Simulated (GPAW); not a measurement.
# Near-edge structure at the Mg K edge of MgNi3C (Pm-3m), part 2 of 3

Aim: the dependence of the Mg K near-edge features of MgNi3C (Pm-3m) on volume.

GPAW 26.7.0; X-ray absorption from dipole matrix elements to empty bands, plane-wave PAW LDA.

So far. Step 2 (The field without a hole): The mesh shows no gap, so the system is treated as a metal and the core electron is put at the Fermi level (neutral cell).

**4. Spectrum with XCH, Mg atom 4**

The holes are 5.4 Å apart. In GPAW the data set carries the hole's charge, so charge=0 means a charged cell and charge=-1 a neutral one. The excited electron is kept in the cell, where it fills the lowest empty states and screens the hole. After the field has converged, empty bands are computed with the density fixed and the dipole matrix elements are summed.

The absorber has 12 Ni at 2.69 Å (cuboctahedral, site symmetry m-3m).

xas.py

```python
import numpy as np
from ase import Atoms
from ase.parallel import parprint, paropen
from gpaw import GPAW, PW, FermiDirac, Mixer, MixerDif, setup_paths
from gpaw.test import gen
setup_paths.insert(0, '.')
gen('Mg', name='fch1s', xcname='LDA', corehole=(1, 0, 1), write_xml=True)
from gpaw.mpi import world
world.barrier()

atoms = Atoms('Ni6Mg2C2',
    cell=[[3.8089, 0, 3.8089],
     [0, 3.8089, 3.8089],
     [-3.8089, 0, 3.8089]],
    scaled_positions=[[0, 0.5, 0.5],
     [0.5, 0.5, 0],
     [0.5, 0, 0],
     [0, 0, 0.5],
     [0, 0.5, 0],
     [0.5, 0.5, 0.5],
     [0, 0, 0],
     [0.5, 0, 0.5],
     [0.25, 0.5, 0.75],
     [0.75, 0.5, 0.25]],
    magmoms=[2.0, 2.0, 2.0, 2.0, 2.0, 2.0, 0.0, 0.0, 0.0, 0.0],
    pbc=True)
atoms.calc = calc = GPAW(legacy_gpaw=True, mode=PW(430), xc='LDA', setups={6: 'fch1s'},
    kpts={'size': (6, 6, 6), 'gamma': True}, occupations=FermiDirac(0.1),
    charge=-1, mixer=MixerDif(0.05, 8, 50), maxiter=150,
    convergence={'density': 0.0001}, txt='scf.txt')
energy = atoms.get_potential_energy() + calc.get_reference_energy()
ef = calc.get_fermi_level()
out = dict(energy=energy, fermi=ef, forces=atoms.get_forces().tolist(), magmoms=atoms.get_magnetic_moments().tolist())
parprint(f'all-electron energy {energy:.4f} eV, Fermi level {ef:.4f} eV')
ev = np.array([[calc.get_eigenvalues(k, s) for k in range(len(calc.get_ibz_k_points()))] for s in range(calc.get_number_of_spins())])
out['homo'], out['lumo'], out['counts'] = ev[ev < ef].max(), ev[ev > ef].min(), sorted(set((ev < ef).sum((0, 2)).tolist()))
out['filled'] = (ev[:, 0] < ef).sum(1).tolist()

from ase.units import Ha
from gpaw.xas import dipole_matrix_elements
nb = int(calc.get_number_of_electrons() / 2) + 99
top, nb = nb, nb + 8 + nb // 12
nscf = calc.fixed_density(kpts={'size': (7, 7, 7), 'gamma': True}, nbands=nb,
    convergence={'bands': top, 'eigenstates': 1e-5}, maxiter=60, txt='nscf.txt')
cell = atoms.cell.array
ops = [cell.T @ U.T @ np.linalg.inv(cell.T) for U in nscf.wfs.kd.symmetry.op_scc]
E = np.arange(-6, 34, 0.1)
fwhm = np.interp(E, [4, 25], [0.9, 3.5])
Y, X, zero, highest = 0, 0, 1e9, 1e9
for spin in range(nscf.get_number_of_spins()):
    wfs = nscf.wfs
    A = dipole_matrix_elements(wfs.setups[6])
    eps = np.zeros((wfs.kd.nibzkpts, nb))
    d = np.zeros((3, A.shape[1], wfs.kd.nibzkpts, nb), complex)
    for kpt in wfs.kpt_u:
        if kpt.s == spin and 6 in kpt.P_ani:
            eps[kpt.k] = kpt.eps_n * Ha
            d[:, :, kpt.k] = (kpt.weight * wfs.nspins / 2) ** 0.5 * np.inner(A, kpt.P_ani[6])
    world.sum(eps)
    world.sum(d)
    T = np.einsum('amkn,bmkn->abkn', d, d.conj()).real
    T = sum(np.einsum('ai,ijkn,bj->abkn', R, T, R) for R in ops) / len(ops)
    empty = eps > ef
    zero, highest = min(zero, eps[empty].min()), min(highest, eps[:, top - 1].min())
    lines = [(eps, T, empty)] if spin == 0 else lines + [(eps, T, empty)]
for eps, T, empty in lines:
    f = np.einsum('aakn->akn', T).reshape(3, -1)
    x = eps.ravel() - zero
    w = np.interp(x, E, fwhm) / 2.35482
    g = np.exp(-0.5 * ((E[:, None] - x) / w) ** 2) / (w * (2 * np.pi) ** 0.5)
    Y = Y + (f * empty.ravel()) @ g.T
    X = X + (f * ~empty.ravel()) @ g.T
out.update(E=E.round(2).tolist(), xas=Y.tolist(), xes=X.tolist(), zero=zero, valid=highest - zero, nk=len(eps), nb=nb)
for i in range(0, len(E), 10):
    parprint(f'{E[i]:7.2f}', *(f'{v:10.3e}' for v in Y[:, i]))
import json
with paropen('out.json', 'w') as f:
    json.dump(out, f)
```

On the command line:

```console
$ OMP_NUM_THREADS=1 mpirun -n 2 gpaw python xas.py
```

Numbers of over 12 decimals in the logs are rounded to 6 here.

Output:

```text
Input parameters:
  charge: -1
  convergence: {density: 0.0001}
  kpts: {gamma: True,
         size: (6, 6, 6)}
  maxiter: 150
  mixer: {backend: pulay,
          beta: 0.05,
          method: difference,
          nmaxold: 8,
          weight: 50}
  mode: {ecut: 430.0,
         name: pw}
  occupations: {fixmagmom: False,
                name: fermi-dirac,
                width: 0.1}
  setups: {6: fch1s}

Initialize ...

[... PAW data sets ...]

Reference energy: -259379.846372  # eV

Spin-polarized calculation.
Initial magnetic moment: 12.000000

[... convergence settings ...]
Symmetries present (total): 48
  [... symmetry matrices ...]

216 k-points: 6 x 6 x 6 Monkhorst-Pack grid + [1/12,1/12,1/12]
16 k-points in the irreducible part of the Brillouin zone
       k-points in crystal coordinates                weights
   0:     0.00000000    0.00000000    0.00000000          1/216
   1:     0.16666667    0.16666667    0.00000000          8/216
   2:     0.16666667    0.16666667    0.16666667          6/216
   3:     0.33333333    0.16666667    0.00000000         12/216
   4:     0.33333333    0.33333333   -0.33333333         12/216
   5:     0.33333333    0.33333333    0.00000000          8/216
   6:     0.33333333    0.33333333    0.16666667         24/216
   7:     0.33333333    0.33333333    0.33333333          6/216
   8:     0.50000000    0.33333333   -0.33333333         24/216
   9:     0.50000000    0.33333333    0.00000000         24/216
          ...
  15:     0.50000000    0.50000000    0.50000000          3/216

Wave functions: Plane wave expansion
  Cutoff energy: 430.000 eV
  Number of coefficients (min, max): 2214, 2253
  Pulay-stress correction: 0.000000 eV/Ang^3 (de/decut=0.000000)
  Using FFTW library
  Wavefunction extrapolation:
    Improved wavefunction reuse through dual PAW basis

Occupation numbers: Fermi-Dirac:
  width: 0.1000  # eV

Eigensolver
   Davidson(niter=2)

Densities:
  Coarse grid: 27*27*27 grid
  Fine grid: 54*54*54 grid
  Total Charge: 0.000000

Density mixing:
  Method: difference
  Backend: pulay
  Linear mixing parameter: 0.05
  old densities: 8
  Width of damping distribution: 1.1
  Damping of long wavelength oscillations: 50

[... Hamiltonian set-up ...]
Number of atoms: 10
Number of atomic orbitals: 96
Number of bands in calculation: 87
Number of valence electrons: 125
Bands to converge: occupied

... initialized

Initializing position-dependent things.

Density initialized from atomic densities
Creating initial wave functions:
  87 bands from LCAO basis set

         C   Ni   C

         Ni       Ni
            Mg

             Ni
       Ni       Ni

            Mg

Atomic positions and initial magnetic moments

Positions:
   0 Ni    -1.904450    1.904450    3.808900    ( 0.0000,  0.0000,  2.0000)
   1 Ni     1.904450    1.904450    3.808900    ( 0.0000,  0.0000,  2.0000)
   2 Ni     1.904450    0.000000    1.904450    ( 0.0000,  0.0000,  2.0000)
   3 Ni    -1.904450    0.000000    1.904450    ( 0.0000,  0.0000,  2.0000)
   4 Ni     0.000000    1.904450    1.904450    ( 0.0000,  0.0000,  2.0000)
   5 Ni     0.000000    1.904450    5.713350    ( 0.0000,  0.0000,  2.0000)
   6 Mg     0.000000    0.000000    0.000000    ( 0.0000,  0.0000,  0.0000)
   7 Mg     0.000000    0.000000    3.808900    ( 0.0000,  0.0000,  0.0000)
   8 C     -1.904450    1.904450    5.713350    ( 0.0000,  0.0000,  0.0000)
   9 C      1.904450    1.904450    5.713350    ( 0.0000,  0.0000,  0.0000)

Unit cell:
           periodic     x           y           z      points  spacing
  1. axis:    yes    3.808900    0.000000    3.808900    27     0.1629
  2. axis:    yes    0.000000    3.808900    3.808900    27     0.1411
  3. axis:    yes   -3.808900    0.000000    3.808900    27     0.1629

  Lengths:   5.386598   5.386598   5.386598
  Angles:   60.000000  90.000000  60.000000

Effective grid spacing dv^(1/3) = 0.1777

iter:   1   -95.118553                   +12.0796
iter:   2   -97.447034   -0.46  -1.54    +6.2446
iter:   3   -97.695410   -1.03  -1.59    +1.9288
iter:   4   -97.757744   -2.01  -1.85    +1.3115
iter:   5   -97.906849   -2.37  -1.91    +0.1778
iter:   6   -98.031386   -2.60  -2.09    -0.0418
iter:   7   -97.896666   -3.01  -2.26    -0.0157
iter:   8   -97.893642   -3.98  -2.59    -0.0086
iter:   9   -97.884028c  -4.16  -2.80    -0.0075
iter:  10   -97.883830c  -4.90  -3.03    -0.0074
iter:  11   -97.882272c  -4.63  -3.15    -0.0076
iter:  12   -97.882489c  -5.65  -3.98    -0.0075
iter:  13   -97.882222c  -6.21  -3.91    -0.0077
iter:  14   -97.882236c  -7.18  -4.93c   -0.0079
iter:  15   -97.882217c  -7.49c -5.12c   -0.0079

Converged after 15 iterations.

Dipole moment: (0.000000, -0.000000, -0.000000) |e|*Ang

Total magnetic moment: (0.000000, 0.000000, -0.007920)
Local magnetic moments:
   0 Ni ( 0.000000,  0.000000,  0.003877)
   1 Ni ( 0.000000,  0.000000,  0.003877)
   2 Ni ( 0.000000,  0.000000,  0.003877)
   3 Ni ( 0.000000,  0.000000,  0.003877)
   4 Ni ( 0.000000,  0.000000,  0.003877)
   5 Ni ( 0.000000,  0.000000,  0.003877)
   6 Mg ( 0.000000,  0.000000, -0.020354)
   7 Mg ( 0.000000,  0.000000,  0.000227)
   8 C  ( 0.000000,  0.000000,  0.000325)
   9 C  ( 0.000000,  0.000000,  0.000325)

Energy contributions relative to reference atoms: (reference = -259379.846372)

Kinetic:        +47.267094
Potential:      -33.798467
External:        +0.000000
XC:            -111.372898
Entropy (-ST):   -0.188193
Local:           +0.116151
SIC:             +0.000000
--------------------------
Free energy:    -97.976313
Extrapolated:   -97.882217

Spin contamination: 0.894817 electrons
Showing only first 2 kpts
                      Up                     Down
 Kpt  Band  Eigenvalues  Occupancy  Eigenvalues  Occupancy
  0    60      7.10559    0.99970      7.10847    0.99969
  0    61      7.10559    0.99970      7.10847    0.99969
  0    62      7.10559    0.99970      7.10847    0.99969
  0    63      7.31253    0.99763      7.31482    0.99758

  1    60      7.22361    0.99903      7.22479    0.99902
  1    61      7.25586    0.99866      7.25819    0.99863
  1    62      7.42911    0.99245      7.42119    0.99302
  1    63      7.42911    0.99245      7.42119    0.99302

Fermi level: 7.91699

No gap
No difference between direct/indirect transitions

Forces in eV/Ang:
  0 Ni    0.00000   -0.00000    0.00000
  1 Ni    0.00000    0.00000    0.00000
  2 Ni    0.00000    0.00000    0.00000
  3 Ni    0.00000    0.00000    0.00000
  4 Ni    0.00000   -0.00000   -0.00000
  5 Ni    0.00000   -0.00000    0.00000
  6 Mg    0.00000    0.00000    0.00000
  7 Mg   -0.00000   -0.00000   -0.00000
  8 C    -0.00000    0.00000   -0.00000
  9 C     0.00000   -0.00000   -0.00000
Scalar-relativistic atomic LDA calculation for Mg (Magnesium, Z=12)
Core hole in 1s state (1s occupation: 1.0)
450 radial gridpoints.
|------------------------------------------------|
|------------------------------------------------|
[... the atom generator's iteration count ...]

Energy contributions:
-------------------------
Kinetic:     +150.936470
XC:           -12.517816
Potential:   -289.511143
-------------------------
Total:       -151.092490

state      eigenvalue         ekin         rmax
-----------------------------------------------
1s^1.0 :   -50.674449    69.724812        0.084
2s^2.0 :    -4.035788    10.031038        0.518
2p^6.0 :    -2.903993     9.772171        0.430
3s^2.0 :    -0.536168     1.258278        2.050
3p^0.0 :    -0.343172     0.932201        2.381
-----------------------------------------------
(units: Bohr and Hartree)

Generating PAW setup
Kinetic energy of the core from tauc = 69.854286
Cutoffs:
rc(s)=2.060
rc(p)=2.050
rc(d)=1.960
rc(vbar)=2.000
rc(comp)=1.950
rc(nct)=2.060

Kinetic energy of the core states: 69.724812
Charge: 1.0
Core electrons: 1.0
Valence electrons: 10.0
Pseudo-core charge: 0.000000
Shape function alpha=2.630
Pseudo-electron charge 2.585279
state    eigenvalue         norm
--------------------------------
2s(2) :    -4.035788     0.092931
3s(2) :    -0.536168     1.052414
2p(6) :    -2.903993     0.049098
3p(0) :    -0.343172     1.000690
*d    :     0.000000
--------------------------------

Diagonalizing with gridspacing h=0.050

state   all-electron     PAW
-------------------------------
2s:      -4.035788    -4.036322
2p:      -2.903993    -2.904657
*d:                   -0.118527
*f:                   -0.020612
-------------------------------
all-electron energy -259477.7286 eV, Fermi level 7.9170 eV
  -6.00  3.963e-61  3.963e-61  3.963e-61
  -5.00  1.038e-44  1.038e-44  1.038e-44
  -4.00  2.972e-31  2.972e-31  2.972e-31
  -3.00  9.365e-21  9.365e-21  9.365e-21
  -2.00  3.367e-13  3.367e-13  3.367e-13
  -1.00  1.669e-08  1.669e-08  1.669e-08
  -0.00  2.034e-06  2.034e-06  2.034e-06
[...]
31.00  6.161e-06  6.161e-06  6.161e-06
  32.00  7.780e-06  7.780e-06  7.780e-06
  33.00  1.094e-05  1.094e-05  1.094e-05
```

Run time: 6 min. Hardware: 2 MPI ranks of Arm Neoverse V1, shared host; peak memory 0.62 GiB.

The Mg K spectrum, Mg atom 4, excited-electron core hole (neutral cell) (energy from the lowest empty level; intensity scaled to a mean of 1 over the first 20 eV):

```tsv
E (eV)	intensity
-2.0	0.00
-1.5	0.00
-1.0	0.00
-0.5	0.02
0.0	0.11
0.5	0.17
1.0	0.19
1.5	0.35
2.0	0.59
2.5	0.93
3.0	1.47
3.5	2.01
4.0	1.99
4.5	1.52
5.0	1.19
5.5	1.01
6.0	0.89
6.5	0.71
7.0	0.53
7.5	0.49
8.0	0.55
8.5	0.63
9.0	0.72
9.5	0.78
10.0	0.76
10.5	0.73
11.0	0.74
11.5	0.76
12.0	0.79
12.5	0.83
13.0	0.91
13.5	1.05
14.0	1.24
14.5	1.45
15.0	1.65
15.5	1.76
16.0	1.76
16.5	1.63
17.0	1.44
17.5	1.24
18.0	1.09
18.5	1.00
19.0	0.95
19.5	0.89
20.0	0.82
20.5	0.74
21.0	0.67
21.5	0.62
22.0	0.59
22.5	0.57
23.0	0.55
23.5	0.53
24.0	0.50
24.5	0.47
25.0	0.44
25.5	0.41
26.0	0.39
26.5	0.38
27.0	0.37
27.5	0.37
28.0	0.36
28.5	0.36
29.0	0.35
29.5	0.33
30.0	0.32
30.5	0.32
31.0	0.33
31.5	0.36
32.0	0.42
```

Main maxima below 24 eV (height): 3.7 eV (2.09), 9.6 eV (0.78) and 15.7 eV (1.78). A K edge sees empty p states on the absorber.

The total-energy difference is 1293.95 eV. The tabulated edge of the element is 1303 eV. The functional leaves an error in such absolute values: in the free atom LDA prices this hole 6.5 eV below PBE (computed apart), and PBE is itself good to a few eV.

**5. Supercell without a hole, the energy reference**

The cell changes for the next run, so it gets a reference energy of its own.

The cell differs from the one that the last finished run ended in (a 5.387 → 5.332 Å, b 5.387 → 5.332 Å, c 5.387 → 5.332 Å).

scf.py

```python
import numpy as np
from ase import Atoms
from ase.parallel import parprint, paropen
from gpaw import GPAW, PW, FermiDirac, Mixer, MixerDif, setup_paths
from gpaw.test import gen
setup_paths.insert(0, '.')
gen('Mg', name='nch1s', xcname='LDA', corehole=(1, 0, 0), write_xml=True)
from gpaw.mpi import world
world.barrier()

atoms = Atoms('Ni6Mg2C2',
    cell=[[3.77042363, 0, 3.77042363],
     [0, 3.77042363, 3.77042363],
     [-3.77042363, 0, 3.77042363]],
    scaled_positions=[[0, 0.5, 0.5],
     [0.5, 0.5, 0],
     [0.5, 0, 0],
     [0, 0, 0.5],
     [0, 0.5, 0],
     [0.5, 0.5, 0.5],
     [0, 0, 0],
     [0.5, 0, 0.5],
     [0.25, 0.5, 0.75],
     [0.75, 0.5, 0.25]],
    magmoms=[2.0, 2.0, 2.0, 2.0, 2.0, 2.0, 0.0, 0.0, 0.0, 0.0],
    pbc=True)
atoms.calc = calc = GPAW(legacy_gpaw=True, mode=PW(430), xc='LDA', setups={6: 'nch1s'},
    kpts={'size': (6, 6, 6), 'gamma': True}, occupations=FermiDirac(0.1),
    charge=0, mixer=MixerDif(0.05, 8, 50), maxiter=150,
    convergence={'density': 0.0001}, txt='scf.txt')
energy = atoms.get_potential_energy() + calc.get_reference_energy()
ef = calc.get_fermi_level()
out = dict(energy=energy, fermi=ef, forces=atoms.get_forces().tolist(), magmoms=atoms.get_magnetic_moments().tolist())
parprint(f'all-electron energy {energy:.4f} eV, Fermi level {ef:.4f} eV')
ev = np.array([[calc.get_eigenvalues(k, s) for k in range(len(calc.get_ibz_k_points()))] for s in range(calc.get_number_of_spins())])
out['homo'], out['lumo'], out['counts'] = ev[ev < ef].max(), ev[ev > ef].min(), sorted(set((ev < ef).sum((0, 2)).tolist()))
out['filled'] = (ev[:, 0] < ef).sum(1).tolist()
import json
with paropen('out.json', 'w') as f:
    json.dump(out, f)
```

On the command line:

```console
$ OMP_NUM_THREADS=1 mpirun -n 2 gpaw python scf.py
```

Output:

```text
Input parameters:
  convergence: {density: 0.0001}
  kpts: {gamma: True,
         size: (6, 6, 6)}
  maxiter: 150
  mixer: {backend: pulay,
          beta: 0.05,
          method: difference,
          nmaxold: 8,
          weight: 50}
  mode: {ecut: 430.0,
         name: pw}
  occupations: {fixmagmom: False,
                name: fermi-dirac,
                width: 0.1}
  setups: {6: nch1s}

Initialize ...

[...]
2s(2) :    -2.913890     0.147237
3s(2) :    -0.175717     1.006311
2p(6) :    -1.717103     0.101380
3p(0) :    -0.050476     0.993759
*d    :     0.000000
--------------------------------

Diagonalizing with gridspacing h=0.050

state   all-electron     PAW
-------------------------------
2s:      -2.913890    -2.914469
2p:      -1.717103    -1.717995
*d:                    0.032132
*f:                    0.068122
-------------------------------
all-electron energy -260771.8373 eV, Fermi level 7.8679 eV
[key lines of the parts left out:]
Converged after 13 iterations.
Dipole moment: (0.000000, -0.000000, -0.000000) |e|*Ang
Free energy:    -76.318181
Fermi level: 7.86789
```

Run time: 2 min. Hardware: 2 MPI ranks; peak memory 0.43 GiB; 3.9 min of CPU time.

Reference energy: -260771.837 eV with the cores included.

**6. Spectrum with XCH, Mg atom 4**

Shorter bonds are expected to push antibonding states and scattering resonances up, and longer ones down; the cell is scaled to test that.

Changed against the first core-hole run: volume scale from 1 to 0.97.

xas.py, as its differences from that of step 4:

```diff
@@ -11,5 +11,5 @@
 atoms = Atoms('Ni6Mg2C2',
-    cell=[[3.8089, 0, 3.8089],
-     [0, 3.8089, 3.8089],
-     [-3.8089, 0, 3.8089]],
+    cell=[[3.77042363, 0, 3.77042363],
+     [0, 3.77042363, 3.77042363],
+     [-3.77042363, 0, 3.77042363]],
     scaled_positions=[[0, 0.5, 0.5],
@@ -40,3 +40,3 @@
 from gpaw.xas import dipole_matrix_elements
-nb = int(calc.get_number_of_electrons() / 2) + 99
+nb = int(calc.get_number_of_electrons() / 2) + 97
 top, nb = nb, nb + 8 + nb // 12
```

On the command line:

```console
$ OMP_NUM_THREADS=1 mpirun -n 2 gpaw python xas.py
```

Output:

```text
Input parameters:
  charge: -1
  convergence: {density: 0.0001}
  kpts: {gamma: True,
         size: (6, 6, 6)}
  maxiter: 150
  mixer: {backend: pulay,
          beta: 0.05,
          method: difference,
          nmaxold: 8,
          weight: 50}
  mode: {ecut: 430.0,
         name: pw}
  occupations: {fixmagmom: False,
                name: fermi-dirac,
                width: 0.1}
  setups: {6: fch1s}

[...]
2s:      -4.035788    -4.036322
2p:      -2.903993    -2.904657
*d:                   -0.118527
*f:                   -0.020612
-------------------------------
all-electron energy -259477.9563 eV, Fermi level 8.3013 eV
  -6.00  4.128e-61  4.128e-61  4.128e-61
  -5.00  1.083e-44  1.083e-44  1.083e-44
  -4.00  3.102e-31  3.102e-31  3.102e-31
  -3.00  9.763e-21  9.763e-21  9.763e-21
[...]
32.00  6.283e-06  6.283e-06  6.283e-06
  33.00  8.463e-06  8.463e-06  8.463e-06
[key lines of the parts left out:]
Converged after 15 iterations.
Dipole moment: (0.000000, -0.000000, -0.000000) |e|*Ang
Free energy:    -98.200721
Fermi level: 8.30132
```

It took 6 min on 2 MPI ranks; peak memory 0.68 GiB; 12 min of CPU time.

```tsv
E (eV)	first run	this run
-2.0	0.00	0.00
-1.0	0.00	0.00
0.0	0.11	0.11
1.0	0.19	0.19
2.0	0.59	0.55
3.0	1.47	1.34
4.0	1.99	2.10
5.0	1.19	1.24
6.0	0.89	0.92
7.0	0.53	0.59
8.0	0.55	0.54
9.0	0.72	0.69
10.0	0.76	0.77
11.0	0.74	0.72
12.0	0.79	0.75
13.0	0.91	0.83
14.0	1.24	1.09
15.0	1.65	1.49
16.0	1.76	1.76
17.0	1.44	1.59
18.0	1.09	1.23
19.0	0.95	1.02
20.0	0.82	0.89
21.0	0.67	0.75
22.0	0.59	0.64
23.0	0.55	0.59
24.0	0.50	0.54
25.0	0.44	0.48
26.0	0.39	0.42
27.0	0.37	0.38
28.0	0.36	0.36
29.0	0.35	0.35
30.0	0.32	0.33
31.0	0.33	0.31
32.0	0.42	0.34
```

Against the first run the r.m.s. difference is 8 %. The highest intensity below 16 eV goes from 3.7 eV (2.09) to 3.8 eV (2.14).

The photon energy of the zero moves by -0.07 eV.

**7. Reference energy of the supercell**

The cell changes for the next run, so it gets a reference energy of its own.

The cell differs from the one that the last finished run ended in (a 5.332 → 5.492 Å, b 5.332 → 5.492 Å, c 5.332 → 5.492 Å).

scf.py, as its differences from that of step 5:

```diff
@@ -11,5 +11,5 @@
 atoms = Atoms('Ni6Mg2C2',
-    cell=[[3.77042363, 0, 3.77042363],
-     [0, 3.77042363, 3.77042363],
-     [-3.77042363, 0, 3.77042363]],
+    cell=[[3.88360328, 0, 3.88360328],
+     [0, 3.88360328, 3.88360328],
+     [-3.88360328, 0, 3.88360328]],
     scaled_positions=[[0, 0.5, 0.5],
```

On the command line:

```console
$ OMP_NUM_THREADS=1 mpirun -n 2 gpaw python scf.py
```

Output:

```text
Input parameters:
  convergence: {density: 0.0001}
  kpts: {gamma: True,
         size: (6, 6, 6)}
  maxiter: 150
  mixer: {backend: pulay,
          beta: 0.05,
          method: difference,
          nmaxold: 8,
          weight: 50}
  mode: {ecut: 430.0,
         name: pw}
  occupations: {fixmagmom: False,
                name: fermi-dirac,
                width: 0.1}
  setups: {6: nch1s}

Initialize ...

[...]
2s(2) :    -2.913890     0.147237
3s(2) :    -0.175717     1.006311
2p(6) :    -1.717103     0.101380
3p(0) :    -0.050476     0.993759
*d    :     0.000000
--------------------------------

Diagonalizing with gridspacing h=0.050

state   all-electron     PAW
-------------------------------
2s:      -2.913890    -2.914469
2p:      -1.717103    -1.717995
*d:                    0.032132
*f:                    0.068122
-------------------------------
all-electron energy -260771.0834 eV, Fermi level 6.8194 eV
[key lines of the parts left out:]
Converged after 20 iterations.
Dipole moment: (-0.000000, -0.000000, 0.000000) |e|*Ang
Free energy:    -75.572896
Fermi level: 6.81939
```

Run time: 2.8 min. Hardware: 2 MPI ranks; peak memory 0.42 GiB; 5.6 min of CPU time.

Reference energy: -260771.083 eV with the cores included.

(Continued in part 3 of 3.)

[Banner, clock and machine lines of the logs are left out without a mark of their own.]

[Logs are printed without paths, hosts, clocks, repeated set-up lines and the standing remarks that a program may print on its own settings, such as how far it seeks lower states.]

[Hosts, paths, dates, database ids (printed as entryN), source tags and the programs' standing remarks are cut or masked in the printed files.]

[Lists of maxima count a maximum above −3 eV only where it reaches 4 % of the highest in the window and stands out from its surroundings by 2 % of it (1.5 % where it reaches 55 %); shoulders and weaker maxima are passed over, and of the rest the first, up to two pre-edge ones and the few strongest are named.]
